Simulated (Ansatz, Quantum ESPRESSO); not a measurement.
## Equation of state of C11b WSi2

How stiff is C11b WSi2 under hydrostatic load? Each row relaxes cell and atoms at a set pressure. The phase is followed to these pressures whether or not it stays the stable one.

Calculated with Quantum ESPRESSO 7.5, PBEsol, GBRV 1.5 ultrasoft potentials, cutoff 680 eV, Fermi–Dirac smearing 0.05 eV, k-mesh 19×19×19, no spin polarisation, no spin-orbit coupling.

Reference cell, relaxed at zero pressure with PBEsol (I4/mmm): a = 4.5151 Å, b = 4.5151 Å, c = 4.5151 Å, α = 138.47°, β = 138.47°, γ = 60.19°.

```csv
atom,x,y,z
W,0.0000,0.0000,0.0000
Si,0.3345,0.3345,0.0000
Si,0.6655,0.6655,0.0000
```

```csv
V (Å³/atom),V/V0,P (GPa),E − E0 (meV/atom)
13.5868,1.0178,−3.952,2.6
13.0802,0.9799,4.950,4.5
12.8371,0.9616,9.911,16.1
12.4115,0.9298,19.842,56.0
12.0472,0.9025,29.797,112.8
```

V0 = 13.3490 Å³ an atom, where the residual pressure P0 is +0.002 GPa. **Question.** Fit the Birch–Murnaghan law and give the pressure and the energy at V = 12.6149 Å³ an atom, a row left out above.

With the Eulerian strain f = ½[(V0/V)^(2/3) − 1] and F = (P − P0)/[3f(1 + 2f)^(5/2)], the third-order law is the line F = B0 + (3/2) B0 (B′ − 4) f.

| f | F (GPa) |
| --- | --- |
| 0.03540 | 236.45 |
| 0.02487 | 235.51 |
| 0.01321 | 234.34 |
| 0.00683 | 233.54 |
| −0.00585 | 231.98 |

A straight line through the 5 rows: the means are 0.01489 for f and 234.36 for F, Σ(Δx)² = 0.001018 and ΣΔxΔy = 0.1103, so the slope is 0.1103/0.001018 = 108.38 and the intercept 234.36 − (108.38)(0.01489) = 232.75.

Hence B0 = 232.8 GPa and B′ = 4 + (108.4)/(1.5 × 232.8) = 4.31. For the withheld volume f = 0.01921, F = 234.83 GPa and P = 14.88 GPa. The run itself gives 14.88 GPa, so the estimate misses by 0.00 GPa, a rounding's worth.

Integrating the same law gives E − E0 = (9/2) B0 V0 f²[1 + (B′ − 4) f] + P0(V0 − V), with 1 GPa Å³ = 6.2415 meV: 32.4 meV an atom. The run itself gives 33.6 meV, so the estimate misses by 1.2 meV; the fitted rows themselves lie up to 2.2 meV off the law.

The same fit over all rows at other levels or in other programs gives B0 = 232 GPa with PBEsol (Ansatz).

[Logs are printed without paths, hosts, clocks, repeated set-up lines and the standing remarks that a program may print on its own settings, such as how far it seeks lower states.]
